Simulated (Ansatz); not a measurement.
# LuH2 (Fm-3m): phonon-mediated transition temperature, part 2 of 2

What Tc do the phonons of LuH2 (Fm-3m) give, and how does it depend on μ*? The cell shown first is a relaxed one, from steps not shown here.

Ansatz 0.2.0; DFT PBEsol, scalar-relativistic, plane waves, PAW; PAW set soft_1.

So far, log mean phonon energy ħω_log (meV): step 2 (resistivity: q 3×3×3, k 9×9×9, scattering 16×16×16) 24.8; step 3 (k-mesh 12×12×12, scattering mesh 20×20×20, q mesh 4×4×4) 25.1.

### Step 4. Resistivity: q 4×4×4, k 20×20×20, scattering 24×24×24

The next rung changes the k mesh of the density and its response; the scattering mesh, which samples the Fermi surface.

File input.yaml:

```yaml
crystal:
  lattice:
    - [0.0, 2.4790228079, 2.4790228079]
    - [2.4790228079, 0.0, 2.4790228079]
    - [2.4790228079, 2.4790228079, 0.0]
  atoms:
    - { symbol: Lu, position: [0.0, 0.0, 0.0] }
    - { symbol: H, position: [0.25, 0.25, 0.25] }
    - { symbol: H, position: [0.75, 0.75, 0.75] }
kpoints:
  mp_grid: { grid: [20, 20, 20] }
hamiltonian:
  xc: pbesol
  pseudopotentials: { kind: paw, azcp: { folder: soft_1 }, xc_functional: pbe }
scf:
  occupations: { method: methfessel_paxton, width: 0.2 }
output:
  eigenvalues: true
phonons:
  method: dfpt
  qmesh: [4, 4, 4]
  temperatures: { t_max: 1000, t_step: 50 }
  qpath:
    path:
      - [[0.0, 0.0, 0.0], [0.5, 0.0, 0.5], [0.625, 0.25, 0.625]]
      - [[0.375, 0.375, 0.75], [0.0, 0.0, 0.0], [0.5, 0.5, 0.5], [0.5, 0.25, 0.75], [0.5, 0.0, 0.5]]
    npoints: 6
  electrical_resistivity:
    mesh: [24, 24, 24]
    temperatures: [20.0, 50.0, 80.0, 100.0, 150.0, 200.0, 273.0, 300.0, 400.0, 500.0, 600.0, 800.0]
  superconductivity: { mesh: [24, 24, 24] }
```

On the command line:

```sh
ansatz run input.yaml --threads 16 --pin off --max-ram 92160MiB --backend cuda --events-out ev --progress --plain --runs-dir out --max-vram 78GiB
```

Numbers of over 12 decimals in the logs are rounded to 6 here.

Output:

```text
[...]
Crystal: 3 atoms, lattice volume = 30.470 Å³
Basis set: ecut = 420 eV, 609 PW (Γ), exchange–correlation on 48×48×48 points (8 copies of the dense FFT grid, shifted against one another)
Bands: 18, of which v1, the nominal top of the filled ones, is band 14 counted from 1 (13 counted from 0)
Symmetry: 48 space group operations
k-points: 256 of 8000
[...]
SCF iter   1: F=—  HF=-14646.326599 eV  |F-HF|=—  |Δ(HF+E_count)|=         —  Δρ=9.14e-2  dr2=2.08e0  ethr=3.10e-3  ⟨swp⟩=5.1  Hψ=27596  notcnv=0
[...]
SCF iter   2: F=—  HF=-14645.852409 eV  |F-HF|=—  |Δ(HF+E_count)|=   4.74e-1  S|Δr|=    0.00e0  Δρ=3.96e-2  dr2=4.54e-1  ethr=3.10e-3  ⟨swp⟩=3.5  Hψ=13286  notcnv=0  defer=32
[...]
SCF iter  11: F=-14645.568163 eV  HF=-14645.568163 eV  |F-HF|=1.82e-12  |Δ(HF+E_count)|=  1.16e-10  S|Δr|=    0.00e0  Δρ=2.49e-7  dr2=9.12e-12  ethr=1.00e-12  ⟨swp⟩=11.4  Hψ=51327  notcnv=0
SCF 1 converged in 11 iterations: F = -14645.568163 eV  dr2 = 9.12e-12
[...]
SCF 2 converged in 11 iterations: F = -14645.568163 eV  dr2 = 9.14e-12
[...]
SCF converged after 11 iterations
[...]
not converged in the mesh (λ_tr; the resistivity at 20 K by 3.26 %): between neighbouring meshes, the two finest first, λ moves by 0.55 % and 3.11 %, λ_tr by 1.08 % and 4.53 % and the resistivity by up to 3.26 % and 3.62 %; an estimate, no bound, puts it up to 7.9e-7 % above the Boltzmann equation's exact value after up to 5 iterations (at most 30 are made, fewer where the estimate is under 1.0e-6 % of each spin channel's own resistivity)
  vibrations of 64 cells: unjudged by the run; compare a larger repeat
[...]
--- Superconductivity: potentials and phonons of a 4×4×4 supercell ---
           mesh         λ    ħω_log (meV)  μ* declared at (meV)
       24×24×24    0.2637          25.085               70.744
       12×12×12    0.2623          25.153               70.959
          6×6×6    0.2541          25.648               71.991
  λ by the species' shares of the modes' patterns: Lu 0.1958, H 0.0679
[...]
0.08      0.110         0.111    none_found    none_found         0.125         0.126          0.125
      0.10      0.032         0.033    none_found    none_found    none_found    none_found     none_found
      0.12      0.006         0.006    none_found    none_found    none_found    none_found     none_found
      0.13      0.002         0.002    none_found    none_found    none_found    none_found     none_found
      0.14      0.001         0.001    none_found    none_found    none_found    none_found     none_found
      0.16      0.000         0.000    none_found    none_found    none_found    none_found     none_found
      0.20      0.000         0.000    none_found    none_found    none_found    none_found     none_found
  none_found: no transition down to 0.1 K
[...]
vibrations of 64 cells: unjudged by the run; compare a larger repeat
[...]
```

Run time: 45 s. Hardware: 1 × NVIDIA GB200 with 16 threads of Arm Neoverse V2, shared host; peak memory 4.2 GiB; 5.2 min of CPU time.

This step gave:

- zero-point energy: 0.4271 eV/cell
- highest frequency, solved or plainly interpolated: 1208 cm⁻¹
- resistivity at 300 K: 11.58 μΩ cm
- coupling constant λ: 0.2637
- density of states at the Fermi level: 0.2869 states/eV a spin and cell
- log mean phonon energy ħω_log: 25.08 meV
- transport coupling constant λ_tr: 0.3423, 0.3423, 0.3423 (xx, yy, zz)
- Drude plasma energy: 5.128, 5.128, 5.128 eV (xx, yy, zz)
- resistivity times mean free path: 13.76, 13.76, 13.76 × 10⁻¹⁶ Ω m² (xx, yy, zz)
- second-moment phonon energy ħω₂: 70.74 meV

An empty cell: under 1 mK by a formula, or no transition down to the floor of the Eliashberg search. Transition temperatures:

```
  μ*  McMillan Tc (K)  Allen–Dynes Tc (K)  anisotropic Fermi-surface Tc (K)  anisotropic full bandwidth Tc (K)  anisotropic narrow window Tc (K)
0.08             0.11               0.111                             0.125                              0.126                             0.125
 0.1           0.0325              0.0328                                 -                                  -                                 -
0.12           0.0061             0.00615                                 -                                  -                                 -
0.13          0.00204             0.00205                                 -                                  -                                 -
0.14                -                   -                                 -                                  -                                 -
0.16                -                   -                                 -                                  -                                 -
 0.2                -                   -                                 -                                  -                                 -
```

The Eliashberg function α²F has structure finer than the step of the table below, so its rows give means over 2.5 meV, whole bins alone (the curve runs from 0.584 to 149 meV). Peaks (meV: height): α²F 12.27: 0.157, 15.77: 0.499, 130.26: 0.222, 139.61: 0.462, 144.28: 0.270; α²F tr 15.77: 0.744, 129.10: 0.347, 139.61: 0.678, 144.28: 0.275.

Eliashberg function α²F against phonon energy; means over each step:

```
phonon energy (meV)      α²F   α²F tr
                2.5   2.5e-4        0
                5.0   8.9e-4   8.3e-5
                7.5  0.00294  0.00110
               10.0   0.0411   0.0520
               12.5    0.127    0.151
               15.0    0.269    0.368
               17.5    0.114    0.179
               20.0  0.00352  0.00427
               22.5   7.3e-6        0
               25.0        0        0
               27.5        0        0
               30.0        0        0
               32.5        0        0
               35.0        0        0
               37.5        0        0
               40.0        0        0
               42.5        0        0
               45.0        0        0
               47.5        0        0
               50.0        0        0
               52.5        0        0
               55.0        0        0
               57.5        0        0
               60.0        0        0
               62.5        0        0
               65.0        0        0
               67.5        0        0
               70.0        0        0
               72.5        0        0
               75.0        0        0
               77.5        0        0
               80.0        0        0
               82.5        0        0
               85.0        0        0
               87.5        0        0
               90.0        0        0
               92.5        0        0
               95.0        0        0
               97.5        0        0
              100.0        0        0
              102.5        0        0
              105.0        0        0
              107.5        0        0
              110.0        0        0
              112.5        0        0
              115.0        0        0
              117.5        0        0
              120.0        0        0
              122.5  0.00163   7.8e-4
              125.0   0.0331   0.0363
              127.5    0.151    0.236
              130.0    0.214    0.337
              132.5    0.168    0.226
              135.0    0.106    0.111
              137.5    0.256    0.330
              140.0    0.344    0.474
              142.5    0.190    0.193
              145.0    0.225    0.212
              147.5    0.143   0.0938
```

The Eliashberg function α²F has structure finer than the step of the table below, so its rows give means over 2.5 meV, whole bins alone (the curve runs from 0.584 to 149 meV). Peaks (meV: height): α²F 12.27: 0.157, 15.77: 0.499, 130.26: 0.222, 139.61: 0.462, 144.28: 0.270; Lu 12.27: 0.157, 15.77: 0.498; H 130.26: 0.221, 139.61: 0.462, 144.28: 0.270.

Eliashberg function α²F against phonon energy; means over each step:

```
phonon energy (meV)      α²F       Lu        H
                2.5   2.5e-4   2.4e-4        0
                5.0   8.9e-4   8.6e-4        0
                7.5  0.00294  0.00291        0
               10.0   0.0411   0.0409   1.7e-4
               12.5    0.127    0.126   4.6e-4
               15.0    0.269    0.268   4.9e-4
               17.5    0.114    0.114   1.3e-4
               20.0  0.00352  0.00352        0
               22.5   7.3e-6   7.3e-6        0
               25.0        0        0        0
               27.5        0        0        0
               30.0        0        0        0
               32.5        0        0        0
               35.0        0        0        0
               37.5        0        0        0
               40.0        0        0        0
               42.5        0        0        0
               45.0        0        0        0
               47.5        0        0        0
               50.0        0        0        0
               52.5        0        0        0
               55.0        0        0        0
               57.5        0        0        0
               60.0        0        0        0
               62.5        0        0        0
               65.0        0        0        0
               67.5        0        0        0
               70.0        0        0        0
               72.5        0        0        0
               75.0        0        0        0
               77.5        0        0        0
               80.0        0        0        0
               82.5        0        0        0
               85.0        0        0        0
               87.5        0        0        0
               90.0        0        0        0
               92.5        0        0        0
               95.0        0        0        0
               97.5        0        0        0
              100.0        0        0        0
              102.5        0        0        0
              105.0        0        0        0
              107.5        0        0        0
              110.0        0        0        0
              112.5        0        0        0
              115.0        0        0        0
              117.5        0        0        0
              120.0        0        0        0
              122.5  0.00163   9.9e-6  0.00162
              125.0   0.0331   1.6e-4   0.0329
              127.5    0.151   4.9e-4    0.150
              130.0    0.214   4.9e-4    0.213
              132.5    0.168   3.3e-4    0.168
              135.0    0.106   1.3e-4    0.106
              137.5    0.256   3.5e-4    0.255
              140.0    0.344   2.2e-4    0.344
              142.5    0.190   4.9e-5    0.190
              145.0    0.225   4.5e-5    0.225
              147.5    0.143        0    0.143
```

### Step 5. What came out

- meshes: q 4×4×4, k 20×20×20, scattering 24×24×24
- coupling constant λ: 0.264
- log mean phonon energy ħω_log: 25.1 meV
- Allen–Dynes Tc at μ* = 0.1: 0.0328 K
- Allen–Dynes Tc at μ* = 0.13: 0.00205 K

In the last run (PBEsol, q 4×4×4, k 20×20×20, scattering 24×24×24), with λ = 0.26 and ħω_log = 25.1 meV, Tc at μ* = 0.13 is 0.0020 K by McMillan's formula and 0.0021 K by Allen and Dynes's. In that run Allen and Dynes's formula gives no transition above 0.05 K at μ* = 0.10 or more. The run's transport test calls it not converged in the mesh. Over the runs, λ takes the values 0.270, 0.265 and 0.264, in the order shown. μ* is a typed number, phonons are harmonic, and spin fluctuations are left out; at μ* = 0.13 McMillan's formula turns 1 % in λ into about 23 % in Tc.

[Logs are printed without paths, hosts, clocks, repeated set-up lines and the standing remarks that a program may print on its own settings, such as how far it seeks lower states.]

[Hosts, paths, dates, database ids (printed as entryN), source tags and the programs' standing remarks are cut or masked in the printed files.]
